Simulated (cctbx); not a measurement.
**A crystallographic session in cctbx: ZnCrSiS5**

Library: cctbx 2025.11. The data are simulated by the first script.

## 1. Simulate the data

run.py:

```python
from cctbx import adptbx, crystal, miller, sgtbx, xray
from cctbx.array_family import flex
from iotbx.shelx import hklf
from scitbx import matrix
import scitbx.random

cs = crystal.symmetry(unit_cell=(6.613, 6.644, 8.754, 108.17, 108.88, 97.06), space_group_symbol='Hall: P 1')  # P1
atoms = [  # label, site, U (iso, or U11 U22 U33 U12 U13 U23 in A^2), occupancy
    ("Zn1", (0.75, 0.871, 0.2754), (0.0047, 0.0094, 0.0050, 0.0020, 0.0009, 0.0039), 1),
    ("Zn2", (0.2663, 0.1374, 0.7556), (0.0115, 0.0106, 0.0057, 0.0042, 0.0039, 0.0057), 1),
    ("Cr1", (0.0025, 0.4933, 0.0112), (0.0052, 0.0061, 0.0052, 0.0016, 0.0019, 0.0012), 1),
    ("Cr2", (0.9926, 0.5033, 0.5182), (0.0032, 0.0057, 0.0026, 0.0010, 0.0009, 0.0018), 1),
    ("S1", (0.0832, 0.4277, 0.7668), (0.0057, 0.0068, 0.0064, -0.0017, 0.0012, 0.0001), 1),
    ("S2", (0.913, 0.5476, 0.262), (0.0040, 0.0037, 0.0045, 0.0010, 0.0017, 0.0011), 1),
    ("S3", (0.6834, 0.1912, 0.8628), (0.0051, 0.0047, 0.0049, 0.0004, 0.0024, 0.0010), 1),
    ("S4", (0.3487, 0.7612, 0.6406), (0.0043, 0.0111, 0.0068, -0.0003, 0.0008, 0.0023), 1),
    ("S5", (0.3178, 0.81, 0.1701), (0.0085, 0.0041, 0.0050, 0.0032, 0.0038, 0.0023), 1),
    ("S6", (0.6638, 0.2226, 0.3862), (0.0070, 0.0060, 0.0069, 0.0016, 0.0026, 0.0021), 1),
    ("S7", (0.1549, 0.1768, 0.4241), (0.0076, 0.0055, 0.0045, 0.0007, 0.0029, 0.0002), 1),
    ("S8", (0.2353, 0.2395, 0.0715), (0.0076, 0.0069, 0.0075, 0.0018, 0.0029, 0.0029), 1),
    ("S9", (0.8535, 0.8164, 0.6177), (0.0053, 0.0029, 0.0030, -0.0002, 0.0014, 0.0009), 1),
    ("S10", (0.7732, 0.7447, 0.9676), (0.0056, 0.0054, 0.0161, 0.0023, 0.0055, 0.0041), 1),
    ("Si1", (0.3252, 0.1282, 0.2615), (0.0056, 0.0041, 0.0047, 0.0019, 0.0016, 0.0012), 1),
    ("Si2", (0.6879, 0.8634, 0.7683), (0.0054, 0.0057, 0.0051, 0.0001, 0.0021, 0.0018), 1),
]
xs = xray.structure(crystal_symmetry=cs)
for label, site, u, occ in atoms:
    u = adptbx.u_cif_as_u_star(cs.unit_cell(), u) if isinstance(u, tuple) else u
    xs.add_scatterer(xray.scatterer(label, site=site, u=u, occupancy=occ))
xs.set_inelastic_form_factors(0.71073, "sasaki")
xs.show_summary()
p1 = xs.expand_to_p1()
ms = miller.build_set(p1, anomalous_flag=True, d_min=0.77)
flex.set_random_seed(623663)
scitbx.random.set_random_seed(623663)
ms = ms.select(flex.random_double(ms.size()) < 0.9)
i = ms.structure_factors_from_scatterers(p1, algorithm="direct").f_calc().as_intensity_array().data()
i = i * 40000 / flex.max(i)
sig = flex.sqrt(i + flex.pow2(0.02 * i) + 15 ** 2)
noise = scitbx.random.variate(scitbx.random.normal_distribution())(i.size())
data = ms.array(data=i + sig * noise, sigmas=sig).set_observation_type_xray_intensity()
with open("data.hkl", "w") as f:
    data.export_as_shelx_hklf(f)
print("reflections written:", data.size(), " <I/sigma> = %.1f" % flex.mean(data.data() / data.sigmas()))
for h, a, b in list(data.sort("data"))[:12]:
    print("%4d%4d%4d %9.1f %7.1f" % (h + (a, b)))
```

```console
$ python run.py
```

```text
Number of scatterers: 16
At special positions: 0
Unit cell: (6.613, 6.644, 8.754, 108.17, 108.88, 97.06)
Space group: P 1 (No. 1)
reflections written: 2776  <I/sigma> = 22.0
  -1  -1   4   41831.2   824.8
   1   1  -4   39705.1   822.2
   2   1   0   35227.0   726.0
   0   3   0   29734.5   611.3
   0  -3   0   29062.0   614.5
   0   4  -2   28815.1   580.7
  -1  -1   0   28594.5   579.0
  -3  -2   4   28447.8   578.9
   3   2  -4   28107.9   573.6
   1   1   0   27786.9   576.9
   0  -4   2   27660.1   585.9
   3  -2  -2   23562.6   490.7
```

Run time: 0.26 s on 1 thread of AMD EPYC 7B13 (Zen 3), with other jobs on the host, peak memory 0.07 GiB.

## 2. Refinement (refined in the given hand)

run.py:

```python
import math
from cctbx import adptbx, crystal, maptbx, sgtbx, xray
from cctbx.array_family import flex
from cctbx.xray import observations
from iotbx.shelx import hklf
from scitbx.lstbx import normal_eqns_solving
from smtbx import absolute_structure, utils
from smtbx.refinement import constraints, least_squares

cs = crystal.symmetry(unit_cell=(6.613, 6.644, 8.754, 108.17, 108.88, 97.06), space_group_symbol='Hall: P 1')  # P1
atoms = [  # label, site, U (iso, or U11 U22 U33 U12 U13 U23 in A^2), occupancy
    ("Zn1", (0.7522, 0.8747, 0.2745), 0.0200, 1),
    ("Zn2", (0.2651, 0.138, 0.7591), 0.0200, 1),
    ("Cr1", (0.0035, 0.4934, 0.0141), 0.0200, 1),
    ("Cr2", (0.9924, 0.5011, 0.5187), 0.0200, 1),
    ("S1", (0.0839, 0.4289, 0.7691), 0.0200, 1),
    ("S2", (0.9086, 0.5506, 0.2638), 0.0200, 1),
    ("S3", (0.6883, 0.1936, 0.8598), 0.0200, 1),
    ("S4", (0.348, 0.7652, 0.6402), 0.0200, 1),
    ("S5", (0.3176, 0.8148, 0.1755), 0.0200, 1),
    ("S6", (0.6666, 0.2235, 0.3913), 0.0200, 1),
    ("S7", (0.1549, 0.1785, 0.4237), 0.0200, 1),
    ("S8", (0.2333, 0.2389, 0.0723), 0.0200, 1),
    ("S9", (0.8534, 0.8183, 0.6208), 0.0200, 1),
    ("S10", (0.7755, 0.7429, 0.9646), 0.0200, 1),
    ("Si1", (0.3236, 0.1228, 0.2577), 0.0200, 1),
    ("Si2", (0.6861, 0.8595, 0.7656), 0.0200, 1),
]
xs = xray.structure(crystal_symmetry=cs)
for label, site, u, occ in atoms:
    u = adptbx.u_cif_as_u_star(cs.unit_cell(), u) if isinstance(u, tuple) else u
    xs.add_scatterer(xray.scatterer(label, site=site, u=u, occupancy=occ))
xs.set_inelastic_form_factors(0.71073, "sasaki")
xs.convert_to_anisotropic()
raw = hklf.reader(file_name="data.hkl").as_miller_arrays(crystal_symmetry=cs, anomalous=True)[0]
merged = raw.eliminate_sys_absent().merge_equivalents()
fo2 = merged.array().set_observation_type_xray_intensity()
print("Rint %.3f, %d unique reflections to %.2f A" % (merged.r_int(), fo2.size(), fo2.d_min()))
for sc in xs.scatterers():
    sc.flags.set_grad_site(True)
    sc.flags.set_grad_u_aniso(sc.flags.use_u_aniso())
    sc.flags.set_grad_u_iso(sc.flags.use_u_iso())
obs = fo2.as_xray_observations()
extra = {}
rep = constraints.reparametrisation(xs, [], utils.connectivity_table(xs), **extra)
ls = least_squares.crystallographic_ls(obs, rep, weighting_scheme=least_squares.mainstream_shelx_weighting(a=0, b=0))
print("cycle     R1     wR2    GooF  max shift (A)")
for cycle in range(8):
    ls.build_up()
    r1, wr2, goof = ls.r1_factor(cutoff_factor=2)[0], ls.wR2(), ls.goof()
    old = xs.sites_cart()
    normal_eqns_solving.levenberg_marquardt_iterations(ls, n_max_iterations=3, tau=1e-06, step_threshold=1e-7)
    big = flex.max((xs.sites_cart() - old).norms())
    print("%4d %7.4f %7.4f %7.3f %9.5f" % (cycle + 1, r1, wr2, goof, big))
    ls.build_up(objective_only=True)
    if abs(ls.wR2() - wr2) < 5e-5 and big < 5e-4:
        break
ls.build_up()
print("final R1 %.4f wR2 %.4f GooF %.3f  parameters %d  data/parameter %.1f" % (ls.r1_factor(cutoff_factor=2)[0], ls.wR2(), ls.goof(), ls.n_parameters, fo2.size() / ls.n_parameters))
cov = ls.covariance_matrix_and_annotations()
su = dict(zip(cov.annotations, (math.sqrt(max(v, 0)) for v in cov.matrix.matrix_packed_u_diagonal())))
a2 = cs.unit_cell().reciprocal_parameters()[0] ** -2
print("atom        x        y        z      Ueq    occ   su(xyz)  su(Uiso or U11)")
for sc in xs.scatterers():
    s = max(su.get(sc.label + k, 0) for k in (".x", ".y", ".z"))
    npd = "" if sc.is_positive_definite_u(cs.unit_cell()) else "  NPD"
    print("%-5s %8.5f %8.5f %8.5f %8.4f %6.3f %8.5f %7.4f%s" % ((sc.label,) + sc.site + (sc.u_iso_or_equiv(cs.unit_cell()), sc.occupancy, s, su.get(sc.label + ".uiso", su.get(sc.label + ".u11", 0) * a2), npd)))
fc = fo2.structure_factors_from_scatterers(xs, algorithm="direct").f_calc()
absolute_structure.flack_analysis(xs, fo2.as_xray_observations()).show()
h = absolute_structure.hooft_analysis(fo2, fc, scale_factor=ls.scale_factor())
print("Hooft y: %.3f(%.0f)  Bijvoet pairs: %d" % (h.hooft_y, 1000 * h.sigma_y, h.n_bijvoet_pairs))
fo = fo2.f_sq_as_f()
fc = fo.structure_factors_from_scatterers(xs, algorithm="direct").f_calc()
diff = fo.f_obs_minus_f_calc(1 / math.sqrt(ls.scale_factor()), fc).average_bijvoet_mates()
m = diff.fft_map(symmetry_flags=maptbx.use_space_group_symmetry, resolution_factor=0.25).apply_volume_scaling()
print("difference map: max %.2f min %.2f rms %.2f" % (m.statistics().max(), m.statistics().min(), m.statistics().sigma()))
peaks = m.peak_search(parameters=maptbx.peak_search_parameters(min_distance_sym_equiv=0.6, max_clusters=6)).all()
near = xs.closest_distances(peaks.sites(), distance_cutoff=4)
sps = cs.special_position_settings(min_distance_sym_equiv=0.5)
for k, (x, h) in enumerate(zip(peaks.sites(), peaks.heights())):
    ss = sps.site_symmetry(x)
    print("Q%-3d %7.4f %7.4f %7.4f %4d %7.2f  %.2f A from %s" % ((k + 1,) + tuple(t % 1 for t in ss.exact_site()) + (ss.multiplicity(), h, near.smallest_distances[k], xs.scatterers()[near.i_seqs[k]].label)))
```

```console
$ python run.py
```

```text
Rint 0.000, 2776 unique reflections to 0.77 A
cycle     R1     wR2    GooF  max shift (A)
   1  0.1384  0.2968   7.776   0.05412
   2  0.0165  0.0377   0.987   0.00004
final R1 0.0165 wR2 0.0377 GooF 0.987  parameters 144  data/parameter 19.3
atom        x        y        z      Ueq    occ   su(xyz)  su(Uiso or U11)
Zn1    0.75022  0.87196  0.27640   0.0063  1.000  0.00007  0.0002
Zn2    0.26649  0.13828  0.75656   0.0084  1.000  0.00008  0.0003
Cr1    0.00304  0.49422  0.01231   0.0058  1.000  0.00017  0.0002
Cr2    0.99278  0.50404  0.51898   0.0040  1.000  0.00015  0.0002
S1     0.08343  0.42871  0.76793   0.0076  1.000  0.00018  0.0004
S2     0.91329  0.54850  0.26308   0.0043  1.000  0.00017  0.0004
S3     0.68399  0.19206  0.86378   0.0049  1.000  0.00017  0.0005
S4     0.34902  0.76226  0.64181   0.0081  1.000  0.00018  0.0005
S5     0.31818  0.81088  0.17118   0.0054  1.000  0.00018  0.0005
S6     0.66417  0.22365  0.38744   0.0068  1.000  0.00019  0.0005
S7     0.15501  0.17774  0.42522   0.0063  1.000  0.00018  0.0005
S8     0.23548  0.24043  0.07246   0.0073  1.000  0.00018  0.0005
S9     0.85337  0.81730  0.61867   0.0039  1.000  0.00017  0.0005
S10    0.77328  0.74561  0.96848   0.0088  1.000  0.00018  0.0005
Si1    0.32548  0.12894  0.26255   0.0049  1.000  0.00020  0.0006
Si2    0.68832  0.86412  0.76950   0.0056  1.000  0.00020  0.0006
Flack x: 0.008(8)
Hooft y: 0.015(11)  Bijvoet pairs: 1246
difference map: max 0.36 min -0.38 rms 0.08
Q1    0.9097  0.2513  0.7105    1    0.36  1.37 A from S1
Q2    0.0120  0.2533  0.6242    1    0.34  1.32 A from S1
Q3    0.7994  0.4395  0.7130    1    0.34  1.80 A from S1
Q4    0.4068  0.2623  0.9806    1    0.33  1.60 A from S8
Q5    0.5453  0.0792  0.2476    1    0.32  1.22 A from S6
Q6    0.3017  0.9002  0.9890    1    0.31  1.84 A from S5
```

Time: 0.5 s.

## 3. Refinement

run.py, as its changes from the last script of this kind:

```diff
@@ -12,16 +12,16 @@
-    ("Zn1", (0.7522, 0.8747, 0.2745), 0.0200, 1),
-    ("Zn2", (0.2651, 0.138, 0.7591), 0.0200, 1),
-    ("Cr1", (0.0035, 0.4934, 0.0141), 0.0200, 1),
-    ("Cr2", (0.9924, 0.5011, 0.5187), 0.0200, 1),
-    ("S1", (0.0839, 0.4289, 0.7691), 0.0200, 1),
-    ("S2", (0.9086, 0.5506, 0.2638), 0.0200, 1),
-    ("S3", (0.6883, 0.1936, 0.8598), 0.0200, 1),
-    ("S4", (0.348, 0.7652, 0.6402), 0.0200, 1),
-    ("S5", (0.3176, 0.8148, 0.1755), 0.0200, 1),
-    ("S6", (0.6666, 0.2235, 0.3913), 0.0200, 1),
-    ("S7", (0.1549, 0.1785, 0.4237), 0.0200, 1),
-    ("S8", (0.2333, 0.2389, 0.0723), 0.0200, 1),
-    ("S9", (0.8534, 0.8183, 0.6208), 0.0200, 1),
-    ("S10", (0.7755, 0.7429, 0.9646), 0.0200, 1),
-    ("Si1", (0.3236, 0.1228, 0.2577), 0.0200, 1),
-    ("Si2", (0.6861, 0.8595, 0.7656), 0.0200, 1),
+    ("Zn1", (0.24978, 0.12804, 0.7236), 0.0063, 1),
+    ("Zn2", (0.73351, 0.86172, 0.24344), 0.0084, 1),
+    ("Cr1", (0.99696, 0.50578, 0.98769), 0.0058, 1),
+    ("Cr2", (0.00722, 0.49596, 0.48102), 0.0040, 1),
+    ("S1", (0.91657, 0.57129, 0.23207), 0.0076, 1),
+    ("S2", (0.08671, 0.4515, 0.73692), 0.0043, 1),
+    ("S3", (0.31601, 0.80794, 0.13622), 0.0049, 1),
+    ("S4", (0.65098, 0.23774, 0.35819), 0.0081, 1),
+    ("S5", (0.68182, 0.18912, 0.82882), 0.0054, 1),
+    ("S6", (0.33583, 0.77635, 0.61256), 0.0068, 1),
+    ("S7", (0.84499, 0.82226, 0.57478), 0.0063, 1),
+    ("S8", (0.76452, 0.75957, 0.92754), 0.0073, 1),
+    ("S9", (0.14663, 0.1827, 0.38133), 0.0039, 1),
+    ("S10", (0.22672, 0.25439, 0.03152), 0.0088, 1),
+    ("Si1", (0.67452, 0.87106, 0.73745), 0.0049, 1),
+    ("Si2", (0.31168, 0.13588, 0.2305), 0.0056, 1),
```

```console
$ python run.py
```

```text
Rint 0.000, 2776 unique reflections to 0.77 A
cycle     R1     wR2    GooF  max shift (A)
   1  0.0390  0.0954   2.500   0.00729
   2  0.0315  0.0779   2.041   0.00006
final R1 0.0315 wR2 0.0779 GooF 2.041  parameters 144  data/parameter 19.3
atom        x        y        z      Ueq    occ   su(xyz)  su(Uiso or U11)
Zn1    0.25008  0.12873  0.72345   0.0065  1.000  0.00016  0.0005
Zn2    0.73392  0.86251  0.24332   0.0084  1.000  0.00017  0.0006
Cr1    0.99631  0.50588  0.98688   0.0058  1.000  0.00037  0.0003
Cr2    0.00651  0.49662  0.48119   0.0043  1.000  0.00035  0.0005
S1     0.91641  0.57048  0.23189   0.0078  1.000  0.00040  0.0010
S2     0.08657  0.45086  0.73685   0.0043  1.000  0.00037  0.0010
S3     0.31583  0.80747  0.13650   0.0048  1.000  0.00037  0.0011
S4     0.65116  0.23702  0.35829   0.0079  1.000  0.00039  0.0010
S5     0.68157  0.18868  0.82905   0.0052  1.000  0.00039  0.0011
S6     0.33583  0.77567  0.61265   0.0072  1.000  0.00042  0.0011
S7     0.84502  0.82157  0.57514   0.0063  1.000  0.00039  0.0011
S8     0.76477  0.75907  0.92805   0.0073  1.000  0.00039  0.0010
S9     0.14673  0.18205  0.38154   0.0040  1.000  0.00037  0.0010
S10    0.22708  0.25408  0.03208   0.0092  1.000  0.00040  0.0010
Si1    0.67474  0.87030  0.73768   0.0045  1.000  0.00044  0.0013
Si2    0.31200  0.13533  0.23064   0.0059  1.000  0.00045  0.0013
Flack x: 0.972(11)
Hooft y: 1.038(12)  Bijvoet pairs: 1246
difference map: max 0.50 min -0.56 rms 0.12
Q1    0.2353  0.0941  0.7127    1    0.53  0.22 A from Zn1
Q2    0.6216  0.1794  0.2089    1    0.52  1.18 A from S4
Q3    0.1843  0.5476  0.2597    1    0.52  1.74 A from S1
Q4    0.1083  0.7789  0.3012    1    0.50  1.56 A from S1
Q5    0.9505  0.9789  0.7536    1    0.46  1.45 A from S7
Q6    0.9922  0.7624  0.3791    1    0.45  1.39 A from S1
```

Time: 0.42 s.

This run holds a fault made on purpose: the structure inverted.

## 4. Simulate the data

run.py, as its changes from the last script of this kind:

```diff
@@ -30 +30 @@
-xs.set_inelastic_form_factors(0.71073, "sasaki")
+xs.set_inelastic_form_factors(1.54184, "sasaki")
@@ -33,3 +33,3 @@
-ms = miller.build_set(p1, anomalous_flag=True, d_min=0.77)
-flex.set_random_seed(623663)
-scitbx.random.set_random_seed(623663)
+ms = miller.build_set(p1, anomalous_flag=True, d_min=0.83)
+flex.set_random_seed(843933)
+scitbx.random.set_random_seed(843933)
@@ -37,0 +38 @@
+i = i / flex.sqrt(1 + 0.1 * i / flex.max(i))  # extinction
@@ -39 +40 @@
-sig = flex.sqrt(i + flex.pow2(0.02 * i) + 15 ** 2)
+sig = flex.sqrt(i + flex.pow2(0.03 * i) + 2 ** 2)
```

```console
$ python run.py
```

```text
Number of scatterers: 16
At special positions: 0
Unit cell: (6.613, 6.644, 8.754, 108.17, 108.88, 97.06)
Space group: P 1 (No. 1)
reflections written: 2209  <I/sigma> = 20.6
   1   1  -4   42573.9  1216.6
  -1  -1   4   39517.4  1213.5
   2   1   0   35953.4  1093.1
  -2  -1   0   35677.4  1087.4
   0   3   0   29613.0   909.6
  -3  -2   4   29017.5   851.3
   1   1   0   28952.0   849.0
   0  -4   2   28268.6   860.2
   3   2  -4   27865.8   859.3
   0   4  -2   27698.2   862.0
  -1  -1   0   26502.8   845.9
   3  -2  -2   23861.0   718.4
```

Time: 0.27 s.

## 5. Refinement (refined in the given hand)

run.py, as its changes from the last script of this kind:

```diff
@@ -12,16 +12,16 @@
-    ("Zn1", (0.24978, 0.12804, 0.7236), 0.0063, 1),
-    ("Zn2", (0.73351, 0.86172, 0.24344), 0.0084, 1),
-    ("Cr1", (0.99696, 0.50578, 0.98769), 0.0058, 1),
-    ("Cr2", (0.00722, 0.49596, 0.48102), 0.0040, 1),
-    ("S1", (0.91657, 0.57129, 0.23207), 0.0076, 1),
-    ("S2", (0.08671, 0.4515, 0.73692), 0.0043, 1),
-    ("S3", (0.31601, 0.80794, 0.13622), 0.0049, 1),
-    ("S4", (0.65098, 0.23774, 0.35819), 0.0081, 1),
-    ("S5", (0.68182, 0.18912, 0.82882), 0.0054, 1),
-    ("S6", (0.33583, 0.77635, 0.61256), 0.0068, 1),
-    ("S7", (0.84499, 0.82226, 0.57478), 0.0063, 1),
-    ("S8", (0.76452, 0.75957, 0.92754), 0.0073, 1),
-    ("S9", (0.14663, 0.1827, 0.38133), 0.0039, 1),
-    ("S10", (0.22672, 0.25439, 0.03152), 0.0088, 1),
-    ("Si1", (0.67452, 0.87106, 0.73745), 0.0049, 1),
-    ("Si2", (0.31168, 0.13588, 0.2305), 0.0056, 1),
+    ("Zn1", (0.7464, 0.866, 0.275), 0.0200, 1),
+    ("Zn2", (0.2675, 0.14, 0.7574), 0.0200, 1),
+    ("Cr1", (0.007, 0.5012, 0.0155), 0.0200, 1),
+    ("Cr2", (0.9929, 0.4989, 0.5194), 0.0200, 1),
+    ("S1", (0.0782, 0.4277, 0.7657), 0.0200, 1),
+    ("S2", (0.9231, 0.5473, 0.2618), 0.0200, 1),
+    ("S3", (0.6842, 0.1901, 0.8669), 0.0200, 1),
+    ("S4", (0.3455, 0.7602, 0.6363), 0.0200, 1),
+    ("S5", (0.3232, 0.8089, 0.1708), 0.0200, 1),
+    ("S6", (0.6585, 0.2227, 0.3848), 0.0200, 1),
+    ("S7", (0.1522, 0.1739, 0.4241), 0.0200, 1),
+    ("S8", (0.2361, 0.2404, 0.074), 0.0200, 1),
+    ("S9", (0.855, 0.8146, 0.6225), 0.0200, 1),
+    ("S10", (0.7705, 0.741, 0.9676), 0.0200, 1),
+    ("Si1", (0.326, 0.1262, 0.2604), 0.0200, 1),
+    ("Si2", (0.6895, 0.8638, 0.773), 0.0200, 1),
@@ -33 +33 @@
-xs.set_inelastic_form_factors(0.71073, "sasaki")
+xs.set_inelastic_form_factors(1.54184, "sasaki")
```

```console
$ python run.py
```

```text
Rint 0.000, 2209 unique reflections to 0.83 A
cycle     R1     wR2    GooF  max shift (A)
   1  0.1263  0.3036   6.956   0.07009
   2  0.0169  0.0438   1.004   0.00069
   3  0.0169  0.0437   1.002   0.00000
final R1 0.0169 wR2 0.0437 GooF 1.002  parameters 144  data/parameter 15.3
atom        x        y        z      Ueq    occ   su(xyz)  su(Uiso or U11)
Zn1    0.75003  0.87049  0.27649   0.0061  1.000  0.00007  0.0002
Zn2    0.26642  0.13686  0.75665   0.0083  1.000  0.00007  0.0003
Cr1    0.00261  0.49254  0.01219   0.0056  1.000  0.00013  0.0002
Cr2    0.99293  0.50286  0.51945   0.0037  1.000  0.00012  0.0002
S1     0.08311  0.42704  0.76788   0.0075  1.000  0.00014  0.0004
S2     0.91307  0.54703  0.26292   0.0043  1.000  0.00014  0.0004
S3     0.68364  0.19058  0.86395   0.0050  1.000  0.00015  0.0005
S4     0.34889  0.76061  0.64175   0.0082  1.000  0.00015  0.0004
S5     0.31816  0.80952  0.17112   0.0052  1.000  0.00015  0.0004
S6     0.66415  0.22210  0.38723   0.0065  1.000  0.00015  0.0005
S7     0.15525  0.17656  0.42513   0.0059  1.000  0.00015  0.0005
S8     0.23539  0.23865  0.07262   0.0071  1.000  0.00015  0.0004
S9     0.85370  0.81601  0.61879   0.0037  1.000  0.00014  0.0004
S10    0.77342  0.74406  0.96884   0.0083  1.000  0.00015  0.0004
Si1    0.32534  0.12770  0.26259   0.0049  1.000  0.00016  0.0005
Si2    0.68833  0.86290  0.76948   0.0053  1.000  0.00017  0.0005
Flack x: -0.002(3)
Hooft y: -0.002(6)  Bijvoet pairs: 1005
difference map: max 0.30 min -0.29 rms 0.07
Q1    0.9700  0.1409  0.4197    1    0.31  1.20 A from S7
Q2    0.8898  0.6932  0.6869    1    0.29  1.16 A from S9
Q3    0.1033  0.3143  0.3424    1    0.28  1.34 A from S7
Q4    0.1011  0.5562  0.8062    1    0.27  0.80 A from S1
Q5    0.4606  0.8047  0.3234    1    0.26  1.37 A from S5
Q6    0.2247  0.3879  0.6216    1    0.25  1.72 A from S7
```

Time: 0.46 s.

## 6. Simulate the data

run.py, as its changes from the last script of this kind:

```diff
@@ -30 +30 @@
-xs.set_inelastic_form_factors(1.54184, "sasaki")
+xs.set_inelastic_form_factors(0.71073, "sasaki")
@@ -33,3 +33,3 @@
-ms = miller.build_set(p1, anomalous_flag=True, d_min=0.83)
-flex.set_random_seed(843933)
-scitbx.random.set_random_seed(843933)
+ms = miller.build_set(p1, anomalous_flag=True, d_min=0.6)
+flex.set_random_seed(912499)
+scitbx.random.set_random_seed(912499)
@@ -38,3 +38,6 @@
-i = i / flex.sqrt(1 + 0.1 * i / flex.max(i))  # extinction
-i = i * 40000 / flex.max(i)
-sig = flex.sqrt(i + flex.pow2(0.03 * i) + 2 ** 2)
+law = matrix.sqr((-1, 0, 0, 0, -1, 0, 0, 0, -1))
+mate = flex.miller_index([tuple(matrix.row(h) * law) for h in ms.indices()])
+i2 = ms.customized_copy(indices=mate).structure_factors_from_scatterers(p1, algorithm="direct").f_calc().as_intensity_array().data()
+i = (1 - 0.5) * i + 0.5 * i2
+i = i * 70000 / flex.max(i)
+sig = flex.sqrt(i + flex.pow2(0.04 * i) + 4 ** 2)
```

```console
$ python run.py
```

```text
Number of scatterers: 16
At special positions: 0
Unit cell: (6.613, 6.644, 8.754, 108.17, 108.88, 97.06)
Space group: P 1 (No. 1)
reflections written: 5847  <I/sigma> = 17.4
  -1  -1   4   72875.2  2812.5
   1   1  -4   67061.2  2812.5
  -2  -1   0   62478.3  2474.3
   2   1   0   58851.7  2474.3
   0   4  -2   52459.3  1970.8
   0   3   0   51618.4  2074.6
   0  -3   0   51146.6  2074.6
   0  -4   2   49705.6  1970.8
  -3  -2   4   46670.9  1946.2
  -1  -1   0   45840.6  1952.1
   1   1   0   45225.9  1952.1
  -2   3  -2   41956.0  1552.9
```

Run time: 0.34 s on 1 thread of AMD EPYC 7B13 (Zen 3), on a shared host, peak memory 0.07 GiB.

[Logs are printed without paths, hosts, clocks, repeated set-up lines and the standing remarks that a program may print on its own settings, such as how far it seeks lower states.]
